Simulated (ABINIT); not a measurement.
# A GW chain in ABINIT: Bi2SO2 (Pnnm), part 2 of 3

How does a plane-wave GW calculation on Bi2SO2 (Pnnm) run from the first input to the gap?

ABINIT 10.8.3; PBEsol and many-body steps on it, plane waves. Known limits of the many-body steps: not at the basis limit; no spin-orbit coupling; coarse k mesh.

So far. Step 2 (Ground state): The gap is indirect, with the least direct gap 0.34 eV higher.

## 3. Bands along the symmetry lines

Level of this step: DFT, PBEsol, plane waves, norm-conserving pseudopotentials (ABINIT).

The cheap functional maps the bands first; the places of the edges decide which points the dearer methods must see.

run.abi reads:

```
acell 3*1.0 Angstrom
rprim 
  3.877295950000 0.000000000000 0.000000000000
  0.000000000000 11.963688440000 0.000000000000
  0.000000000000 0.000000000000 3.842602890000
ntypat 3
znucl 83 16 8
natom 10
typat 1 1 1 1 2 2 3 3 3 3
xred 
  0.419337400000 0.856120830000 0.500000000000
  0.580662600000 0.143879170000 0.500000000000
  0.919337400000 0.643879170000 0.000000000000
  0.080662600000 0.356120830000 0.000000000000
  0.000000000000 0.000000000000 0.000000000000
  0.500000000000 0.500000000000 0.500000000000
  0.440997250000 0.749108530000 0.000000000000
  0.559002750000 0.250891470000 0.000000000000
  0.940997250000 0.750891470000 0.500000000000
  0.059002750000 0.249108530000 0.500000000000
pp_dirpath "pseudos"
pseudos "Bi.upf, S.upf, O.upf"
ecut 42
iscf -2
irdden 1
kptopt 0
nkpt 40
kpt 
  0.00000000 0.00000000 0.00000000
  0.16666667 0.00000000 0.00000000
  0.33333333 0.00000000 0.00000000
  0.50000000 0.00000000 0.00000000
  0.50000000 0.16666667 0.00000000
  0.50000000 0.33333333 0.00000000
  0.50000000 0.50000000 0.00000000
  0.33333333 0.50000000 0.00000000
  0.16666667 0.50000000 0.00000000
  0.00000000 0.50000000 0.00000000
  0.00000000 0.33333333 0.00000000
  0.00000000 0.16666667 0.00000000
  0.00000000 0.00000000 0.00000000
  0.00000000 0.00000000 0.16666667
  0.00000000 0.00000000 0.33333333
  0.00000000 0.00000000 0.50000000
  0.16666667 0.00000000 0.50000000
  0.33333333 0.00000000 0.50000000
  0.50000000 0.00000000 0.50000000
  0.50000000 0.16666667 0.50000000
  0.50000000 0.33333333 0.50000000
  0.50000000 0.50000000 0.50000000
  0.33333333 0.50000000 0.50000000
  0.16666667 0.50000000 0.50000000
  0.00000000 0.50000000 0.50000000
  0.00000000 0.33333333 0.50000000
  0.00000000 0.16666667 0.50000000
  0.00000000 0.00000000 0.50000000
  0.50000000 0.00000000 0.00000000
  0.50000000 0.00000000 0.16666667
  0.50000000 0.00000000 0.33333333
  0.50000000 0.00000000 0.50000000
  0.00000000 0.50000000 0.00000000
  0.00000000 0.50000000 0.16666667
  0.00000000 0.50000000 0.33333333
  0.00000000 0.50000000 0.50000000
  0.50000000 0.50000000 0.00000000
  0.50000000 0.50000000 0.16666667
  0.50000000 0.50000000 0.33333333
  0.50000000 0.50000000 0.50000000
istwfk *1
nband 71
nbdbuf 2
tolwfr 1e-08
nstep 40
prtwf 0
prtvol 0
indata_prefix "in"
outdata_prefix "out"
tmpdata_prefix "tmp"
```

On the command line:

```console
$ OMP_NUM_THREADS=1 mpirun -n 4 abinit run.abi > log
```

Numbers of over 12 decimals in the logs are rounded to 6 here.

The program printed:

```text
.Version 10.8.3 of ABINIT. v10.8.2 released Aug 2026.

 Symmetries : space group Pn n m (# 58); Bravais oP (primitive ortho.)
[... echo of the input left out ...]
== DATASET  1 ==================================================================
-   mpi_nproc: 4, omp_nthreads: 1 (-1 if OMP is not activated)

--- !DatasetInfo
iteration_state: {dtset: 1, }
dimensions: {natom: 10, nkpt: 40, mband: 71, nsppol: 1, nspinor: 1, nspden: 1, mpw: 15684, }
cutoff_energies: {ecut:  42.0, pawecutdg:  -1.0, }
electrons: {nelect:   1.28000000E+02, charge:   0.00000000E+00, occopt:   1.00000000E+00, tsmear:   1.00000000E-02, }

 Real(R)+Recip(G) space primitive vectors, cartesian coordinates (Bohr,Bohr^-1):
 R(1)=  7.3270275  0.0000000  0.0000000  G(1)=  0.1364810  0.0000000  0.0000000
 R(2)=  0.0000000 22.6080946  0.0000000  G(2)=  0.0000000  0.0442319  0.0000000
 R(3)=  0.0000000  0.0000000  7.2614671  G(3)=  0.0000000  0.0000000  0.1377132
 Unit cell volume ucvol=  1.2028630E+03 bohr^3
 Angles (23,13,12)=  9.00000000E+01  9.00000000E+01  9.00000000E+01 degrees

 getcut: wavevector=  0.0000  0.0000  0.0000  ngfft=  45 135  45
         ecut(hartree)=     42.000   => boxcut(ratio)=   2.03166

--- Pseudopotential description ------------------------------------------------
- Bi Generated using ONCVPSP code by D. R. Hamann
- 83.00000  23.00000  180301                  znucl, zion, pspdat
12 -116133 2 -1 1472                          pspcod,pspxc,lmax,lloc,mmax
     nproj     2     2     2
  pspatm : epsatm=   28.42398882
         --- l  ekb(1:nproj) -->
             0   17.099263    2.333947
             1    7.134189    1.181075
             2    3.367336    0.414803
 pspatm: atomic psp has been read  and splines computed

- S Generated using ONCVPSP code by D. R. Hamann
- 16.00000   6.00000  180301                  znucl, zion, pspdat
12 -116133 2 -1 1146                          pspcod,pspxc,lmax,lloc,mmax
     nproj     2     2     2
  pspatm : epsatm=    8.71840686
         --- l  ekb(1:nproj) -->
[...]
pspatm: atomic psp has been read  and splines computed

- O Generated using ONCVPSP code by D. R. Hamann
-  8.00000   6.00000  180301                  znucl, zion, pspdat
12 -116133 2 -1 936                           pspcod,pspxc,lmax,lloc,mmax
     nproj     2     2     1
  pspatm : epsatm=    6.20179097
         --- l  ekb(1:nproj) -->
[...]
2   -1.335834
 pspatm: atomic psp has been read  and splines computed

--------------------------------------------------------------------------------

================================================================================
 prteigrs : about to open file out_EIG
 Non-SCF case, kpt    1 (  0.00000  0.00000  0.00000), residuals and eigenvalues=
  7.52E-09  6.16E-09  7.20E-09  6.35E-09  6.01E-09  9.90E-09  6.28E-09  5.92E-09
[...]
iteration_state: {dtset: 1, }
comment   : Summary of ground state results
lattice_vectors:
- [  7.3270275,   0.0000000,   0.0000000, ]
- [  0.0000000,  22.6080946,   0.0000000, ]
- [  0.0000000,   0.0000000,   7.2614671, ]
lattice_lengths: [   7.32703,   22.60809,    7.26147, ]
lattice_angles: [ 90.000,  90.000,  90.000, ] # degrees, (23, 13, 12)
lattice_volume:   1.2028630E+03
convergence: {deltae:  0.000E+00, res2:  0.000E+00, residm:  9.961E-09, diffor:  0.000E+00, }
etotal    :  -1.01626953E+03
entropy   :   0.00000000E+00
fermie    :   2.91597248E-01
cartesian_stress_tensor: null
pressure_GPa: null
xred      :
- [  4.1934E-01,   8.5612E-01,   5.0000E-01, Bi]
- [  5.8066E-01,   1.4388E-01,   5.0000E-01, Bi]
- [  9.1934E-01,   6.4388E-01,   0.0000E+00, Bi]
- [  8.0663E-02,   3.5612E-01,   0.0000E+00, Bi]
- [  0.0000E+00,   0.0000E+00,   0.0000E+00,  S]
- [  5.0000E-01,   5.0000E-01,   5.0000E-01,  S]
- [  4.4100E-01,   7.4911E-01,   0.0000E+00,  O]
- [  5.5900E-01,   2.5089E-01,   0.0000E+00,  O]
- [  9.4100E-01,   7.5089E-01,   5.0000E-01,  O]
- [  5.9003E-02,   2.4911E-01,   5.0000E-01,  O]
cartesian_forces: null
force_length_stats: {min: null, max: null, mean: null, }

 Integrated electronic density in atomic spheres:
 ------------------------------------------------
 Atom  Sphere_radius  Integrated_density
[...]
================================================================================

 ----iterations are completed or convergence reached----

 Mean square residual over all n,k,spin=   55.440E-10; max=  99.615E-10
 reduced coordinates (array xred) for   10 atoms
[...]
0.940997250000      0.750891470000      0.500000000000
       0.059002750000      0.249108530000      0.500000000000

 cartesian coordinates (angstrom) at end:
    1      1.625895    10.242363     1.921301
    2      2.251401     1.721326     1.921301
    3      3.564543     7.703170     0.000000
[...]
9      3.648525     8.983432     1.921301
   10      0.228771     2.980257     1.921301
 length scales=  1.889726125908  1.889726125908  1.889726125908 bohr
              =  1.000000000000  1.000000000000  1.000000000000 angstroms
 prteigrs : about to open file out_EIG
 Eigenvalues (hartree) for nkpt=  40  k points:
 kpt#   1, nband= 71, wtk=  1.00000, kpt=  0.0000  0.0000  0.0000 (reduced coord)
[...]
kpt#   2, nband= 71, wtk=  1.00000, kpt=  0.1667  0.0000  0.0000 (reduced coord)
[...]
kpt#   3, nband= 71, wtk=  1.00000, kpt=  0.3333  0.0000  0.0000 (reduced coord)
[...]
kpt#  39, nband= 71, wtk=  1.00000, kpt=  0.5000  0.5000  0.3333 (reduced coord)
[...]
0.38861    0.38861    0.39043    0.39043    0.43448    0.43448    0.48775
 kpt#  40, nband= 71, wtk=  1.00000, kpt=  0.5000  0.5000  0.5000 (reduced coord)
[...]
0.10543    0.10543    0.12480    0.12480    0.16176    0.16176    0.20443    0.20443
   0.21907    0.21907    0.23506    0.23506    0.23511    0.23511    0.25926    0.25926
   0.37554    0.37554    0.37832    0.37832    0.43328    0.43328    0.50538

== END DATASET(S) ==============================================================
================================================================================

 -outvars: echo values of variables after computation  --------
            nband          71
             nkpt          40
          spgroup          58
 [... the other variables as echoed above ...]

 Calculation completed.
```

Wall time 7.8 min (4 MPI ranks of Arm Neoverse V1, shared host); peak memory 1.1 GiB.

Numbers from this step:

```yaml
gap: 0.7799 eV
k_of_the_valence_top: 0.5, 0.5, 0
k_of_the_conduction_bottom: 0, 0, 0
least_direct_gap: 1.122 eV
```

The gap is 0.780 eV, as in the run before at this level.

The electronic bands at the labelled points (eV, zero at the top of the highest filled band):

```csv
point,band 61,band 62,band 63,band 64,band 65,band 66,band 67,band 68
Γ,-0.92,-0.59,-0.41,-0.34,0.78,1.46,3.29,3.38
X,-0.20,-0.20,0.00,0.00,2.80,2.80,3.92,3.92
S,-0.20,-0.20,0.00,0.00,2.83,2.83,3.91,3.91
Y,-0.79,-0.79,-0.58,-0.58,1.26,1.26,3.70,3.70
Γ,-0.92,-0.59,-0.41,-0.34,0.78,1.46,3.29,3.38
Z,-0.08,-0.08,-0.06,-0.06,2.82,2.82,3.90,3.90
U,-1.52,-1.52,-0.76,-0.76,1.29,1.29,3.66,3.66
R,-1.54,-1.54,-0.88,-0.88,2.28,2.28,2.36,2.36
T,-0.13,-0.13,-0.01,-0.01,2.85,2.85,3.90,3.90
Z,-0.08,-0.08,-0.06,-0.06,2.82,2.82,3.90,3.90
jump to X,-0.20,-0.20,0.00,0.00,2.80,2.80,3.92,3.92
U,-1.52,-1.52,-0.76,-0.76,1.29,1.29,3.66,3.66
jump to Y,-0.79,-0.79,-0.58,-0.58,1.26,1.26,3.70,3.70
T,-0.13,-0.13,-0.01,-0.01,2.85,2.85,3.90,3.90
jump to S,-0.20,-0.20,0.00,0.00,2.83,2.83,3.91,3.91
R,-1.54,-1.54,-0.88,-0.88,2.28,2.28,2.36,2.36
```

## 4. Empty states on the mesh, 4×1×4 mesh, 147 bands

The sums over transitions need many empty states on a uniform mesh; this step solves for them.

run.abi reads:

```
acell 3*1.0 Angstrom
rprim 
  3.877295950000 0.000000000000 0.000000000000
  0.000000000000 11.963688440000 0.000000000000
  0.000000000000 0.000000000000 3.842602890000
ntypat 3
znucl 83 16 8
natom 10
typat 1 1 1 1 2 2 3 3 3 3
xred 
  0.419337400000 0.856120830000 0.500000000000
  0.580662600000 0.143879170000 0.500000000000
  0.919337400000 0.643879170000 0.000000000000
  0.080662600000 0.356120830000 0.000000000000
  0.000000000000 0.000000000000 0.000000000000
  0.500000000000 0.500000000000 0.500000000000
  0.440997250000 0.749108530000 0.000000000000
  0.559002750000 0.250891470000 0.000000000000
  0.940997250000 0.750891470000 0.500000000000
  0.059002750000 0.249108530000 0.500000000000
pp_dirpath "pseudos"
pseudos "Bi.upf, S.upf, O.upf"
ecut 42
ngkpt 4 1 4
nshiftk 1
shiftk 0 0 0
kptopt 1
chksymbreak 0
iscf -2
irdden 1
istwfk *1
nband 147
nbdbuf 12
tolwfr 1e-09
nstep 60
prtvol 0
indata_prefix "in"
outdata_prefix "out"
tmpdata_prefix "tmp"
```

The program printed:

```text
.Version 10.8.3 of ABINIT. v10.8.2 released Aug 2026.

 Symmetries : space group Pn n m (# 58); Bravais oP (primitive ortho.)
[... echo of the input left out ...]
== DATASET  1 ==================================================================
-   mpi_nproc: 4, omp_nthreads: 1 (-1 if OMP is not activated)

--- !DatasetInfo
iteration_state: {dtset: 1, }
dimensions: {natom: 10, nkpt: 9, mband: 147, nsppol: 1, nspinor: 1, nspden: 1, mpw: 15678, }
cutoff_energies: {ecut:  42.0, pawecutdg:  -1.0, }
electrons: {nelect:   1.28000000E+02, charge:   0.00000000E+00, occopt:   1.00000000E+00, tsmear:   1.00000000E-02, }

 Real(R)+Recip(G) space primitive vectors, cartesian coordinates (Bohr,Bohr^-1):
 R(1)=  7.3270275  0.0000000  0.0000000  G(1)=  0.1364810  0.0000000  0.0000000
 R(2)=  0.0000000 22.6080946  0.0000000  G(2)=  0.0000000  0.0442319  0.0000000
 R(3)=  0.0000000  0.0000000  7.2614671  G(3)=  0.0000000  0.0000000  0.1377132
 Unit cell volume ucvol=  1.2028630E+03 bohr^3
 Angles (23,13,12)=  9.00000000E+01  9.00000000E+01  9.00000000E+01 degrees

 getcut: wavevector=  0.0000  0.0000  0.0000  ngfft=  45 135  45
         ecut(hartree)=     42.000   => boxcut(ratio)=   2.03166

--- Pseudopotential description ------------------------------------------------
- Bi Generated using ONCVPSP code by D. R. Hamann
- 83.00000  23.00000  180301                  znucl, zion, pspdat
12 -116133 2 -1 1472                          pspcod,pspxc,lmax,lloc,mmax
     nproj     2     2     2
  pspatm : epsatm=   28.42398882
         --- l  ekb(1:nproj) -->
             0   17.099263    2.333947
             1    7.134189    1.181075
             2    3.367336    0.414803
 pspatm: atomic psp has been read  and splines computed

- S Generated using ONCVPSP code by D. R. Hamann
- 16.00000   6.00000  180301                  znucl, zion, pspdat
12 -116133 2 -1 1146                          pspcod,pspxc,lmax,lloc,mmax
     nproj     2     2     2
  pspatm : epsatm=    8.71840686
         --- l  ekb(1:nproj) -->
[...]
pspatm: atomic psp has been read  and splines computed

- O Generated using ONCVPSP code by D. R. Hamann
-  8.00000   6.00000  180301                  znucl, zion, pspdat
12 -116133 2 -1 936                           pspcod,pspxc,lmax,lloc,mmax
     nproj     2     2     1
  pspatm : epsatm=    6.20179097
         --- l  ekb(1:nproj) -->
[...]
2   -1.335834
 pspatm: atomic psp has been read  and splines computed

--------------------------------------------------------------------------------

================================================================================
 prteigrs : about to open file out_EIG
 Non-SCF case, kpt    1 (  0.00000  0.00000  0.00000), residuals and eigenvalues=
  7.59E-10  7.03E-10  6.87E-10  6.38E-10  6.53E-10  2.14E-10  9.25E-10  1.39E-10
[...]
-5.3353E+00 -5.3353E+00 -5.3353E+00 -5.3353E+00 -3.0583E+00 -3.0582E+00
 -3.0582E+00 -3.0582E+00 -3.0579E+00 -3.0579E+00 -3.0579E+00 -3.0579E+00
 -3.0578E+00 -3.0578E+00 -3.0578E+00 -3.0578E+00 -5.4305E-01 -5.4304E-01
[...]
1.1797E+00  1.1801E+00  1.1869E+00  1.2010E+00  1.2384E+00  1.2460E+00
  1.2696E+00  1.2748E+00  1.2841E+00  1.2954E+00  1.2958E+00  1.3193E+00
[...]
prteigrs : prtvol=0 or 1, do not print more k-points.

--- !ResultsGS
iteration_state: {dtset: 1, }
comment   : Summary of ground state results
lattice_vectors:
- [  7.3270275,   0.0000000,   0.0000000, ]
- [  0.0000000,  22.6080946,   0.0000000, ]
- [  0.0000000,   0.0000000,   7.2614671, ]
lattice_lengths: [   7.32703,   22.60809,    7.26147, ]
lattice_angles: [ 90.000,  90.000,  90.000, ] # degrees, (23, 13, 12)
lattice_volume:   1.2028630E+03
convergence: {deltae:  0.000E+00, res2:  0.000E+00, residm:  9.997E-10, diffor:  0.000E+00, }
etotal    :  -1.01626953E+03
entropy   :   0.00000000E+00
fermie    :   2.91597248E-01
cartesian_stress_tensor: null
pressure_GPa: null
xred      :
- [  4.1934E-01,   8.5612E-01,   5.0000E-01, Bi]
- [  5.8066E-01,   1.4388E-01,   5.0000E-01, Bi]
- [  9.1934E-01,   6.4388E-01,   0.0000E+00, Bi]
- [  8.0663E-02,   3.5612E-01,   0.0000E+00, Bi]
- [  0.0000E+00,   0.0000E+00,   0.0000E+00,  S]
- [  5.0000E-01,   5.0000E-01,   5.0000E-01,  S]
- [  4.4100E-01,   7.4911E-01,   0.0000E+00,  O]
- [  5.5900E-01,   2.5089E-01,   0.0000E+00,  O]
- [  9.4100E-01,   7.5089E-01,   5.0000E-01,  O]
- [  5.9003E-02,   2.4911E-01,   5.0000E-01,  O]
cartesian_forces: null
force_length_stats: {min: null, max: null, mean: null, }

 Integrated electronic density in atomic spheres:
 ------------------------------------------------
 Atom  Sphere_radius  Integrated_density
[...]
================================================================================

 ----iterations are completed or convergence reached----

 Mean square residual over all n,k,spin=   51.805E-11; max=  99.973E-11
 reduced coordinates (array xred) for   10 atoms
[...]
0.059002750000      0.249108530000      0.500000000000

 cartesian coordinates (angstrom) at end:
    1      1.625895    10.242363     1.921301
    2      2.251401     1.721326     1.921301
    3      3.564543     7.703170     0.000000
[...]
9      3.648525     8.983432     1.921301
   10      0.228771     2.980257     1.921301
 length scales=  1.889726125908  1.889726125908  1.889726125908 bohr
              =  1.000000000000  1.000000000000  1.000000000000 angstroms
 prteigrs : about to open file out_EIG
 Eigenvalues (hartree) for nkpt=   9  k points:
 kpt#   1, nband=147, wtk=  0.06250, kpt=  0.0000  0.0000  0.0000 (reduced coord)
[...]
1.15747    1.16511    1.16700    1.17568    1.17971    1.18007    1.18694    1.20100
   1.23842    1.24602    1.26956    1.27478    1.28405    1.29541    1.29579    1.31934
   1.33625    1.34390    1.36256
 prteigrs : prtvol=0 or 1, do not print more k-points.

== END DATASET(S) ==============================================================
================================================================================

 -outvars: echo values of variables after computation  --------
            nband         147
             nkpt           9
          spgroup          58
 [... the other variables as echoed above ...]

 Calculation completed.
```

It took 5.5 min on 4 MPI ranks; peak memory 0.74 GiB; 22 min of CPU time.

This step gave:

```
gap                                                           : 0.7826 eV
k of the valence top                                          : 0.5, 0, 0
k of the conduction bottom                                    : 0, 0, 0
least direct gap                                              : 1.122 eV
k points computed                                             : 9
lowest point of the top converged band, above the valence top : 24.17 eV
```

On this mesh the gap is 0.783 eV.

## 5. Screening, 4×1×4 mesh, 135 bands, screening to 81.6 eV

The RPA dielectric matrix is built and inverted for each q.

This step: RPA screening on PBEsol, plane waves, norm-conserving pseudopotentials.

run.abi: that of step 4 with these lines changed.

```diff
@@ -28,10 +28,11 @@
 chksymbreak 0
-iscf -2
-irdden 1
 istwfk *1
-nband 147
-nbdbuf 12
-tolwfr 1e-09
-nstep 60
-prtvol 0
+occopt 1
+irdwfk 1
+optdriver 3
+nband 135
+ecuteps 3
+inclvkb 2
+awtr 1
+symchi 1
 indata_prefix "in"
```

The program printed:

```text
.Version 10.8.3 of ABINIT. v10.8.2 released Aug 2026.

 Symmetries : space group Pn n m (# 58); Bravais oP (primitive ortho.)
[... echo of the input left out ...]
== DATASET  1 ==================================================================
-   mpi_nproc: 4, omp_nthreads: 1 (-1 if OMP is not activated)

--- !DatasetInfo
iteration_state: {dtset: 1, }
dimensions: {natom: 10, nkpt: 9, mband: 135, nsppol: 1, nspinor: 1, nspden: 1, mpw: 15678, }
cutoff_energies: {ecut:  42.0, pawecutdg:  -1.0, }
electrons: {nelect:   1.28000000E+02, charge:   0.00000000E+00, occopt:   1.00000000E+00, tsmear:   1.00000000E-02, }

 SCREENING: Calculation of the susceptibility and dielectric matrices

 Based on a program developped by R.W. Godby, V. Olevano, G. Onida, and L. Reining.
 Incorporated in ABINIT by V. Olevano, G.-M. Rignanese, and M. Torrent.
.Using double precision arithmetic ; gwpc =  8

[... cell and pseudopotentials left out ...]
--------------------------------------------------------------------------------

 ==== K-mesh for the wavefunctions ====
 Number of points in the irreducible wedge :     9
[... list of points left out ...]
 Together with  8 symmetry operations and time-reversal symmetry
 yields    16 points in the full Brillouin Zone.

 ==== Q-mesh for the screening function ====
 Number of points in the irreducible wedge :     9
[... list of points left out ...]
 Together with  8 symmetry operations and time-reversal symmetry
 yields    16 points in the full Brillouin Zone.

 setmesh: FFT mesh size selected  =    30x   90x   30
          total number of points  =        81000

 vcoul_init : cutoff-mode = AUXILIARY_FUNCTION
 q-points for optical limit:   1
     1)      0.000010    0.000020    0.000030

- screening: taking advantage of time-reversal symmetry
- Maximum band index for partially occupied states nbvw = 64
- Remaining bands to be divided among processors   nbcw = 71
- Number of bands treated by each node ~17

 Number of electrons calculated from density =  128.0000; Expected =  128.0000
 average of density, n =  0.106413
 r_s =    1.3091
 omega_plasma =   31.4668 [eV]

 calculating chi0 at frequencies [eV] :
  1    0.000000E+00    0.000000E+00
  2    0.000000E+00    3.146679E+01

--------------------------------------------------------------------------------
  q-point number  1        q = ( 0.000000, 0.000000, 0.000000) [r.l.u.]
--------------------------------------------------------------------------------
[... chi0 elements left out ...]
 For q-point:  0.000010 0.000020 0.000030
  dielectric constant =  15.6612
  dielectric constant without local fields =  16.8189

  Average fulfillment of the sum rule on Im[epsilon] for q-point    1 :     40.08  [%]
[... wings left out ...]
  q-point number  2        q = ( 0.250000, 0.000000, 0.000000) [r.l.u.]
--------------------------------------------------------------------------------
[... chi0 elements left out ...]
  Average fulfillment of the sum rule on Im[epsilon] for q-point    2 :     42.49  [%]

 [... 7 further q-points ...]
```

The job ended after 6.1 min (4 MPI ranks; peak memory 5.3 GiB; 24 min of CPU time).

This step gave:

| Property | Result |
| --- | --- |
| ε∞ with local fields, on this mesh, along the program's q direction | 15.66 |
| the same without local fields | 16.82 |
| plasma frequency | 31.47 eV |
| plane waves in the screening matrix | 289 |

Local fields lower ε∞ by 7 %. On a Γ-centred mesh this coarse the value itself is usually too large, while a short band sum pulls it down.

[end of part 2 of 3]

[Paths, hosts, dates, memory and timing lines, banners, echoed tables and standing remarks are left out of the program output.]

[Logs are printed without paths, hosts, clocks, repeated set-up lines and the standing remarks that a program may print on its own settings, such as how far it seeks lower states.]

[Runs of the session that timed out or met a known fault of the program may be left out.]

[Hosts, paths, dates, database ids (printed as entryN), source tags and the programs' standing remarks are cut or masked in the printed files.]

[G0W0 gaps are taken among the corrected bands and points alone; a level outside them can change the order at an edge.]

[Where Ansatz stands beside ABINIT at settings called matched, ABINIT's density can come from a denser mesh and the files from another edition; pairs whose starting gaps differed by over 0.03 eV were left out, so agreement reads better than it is.]
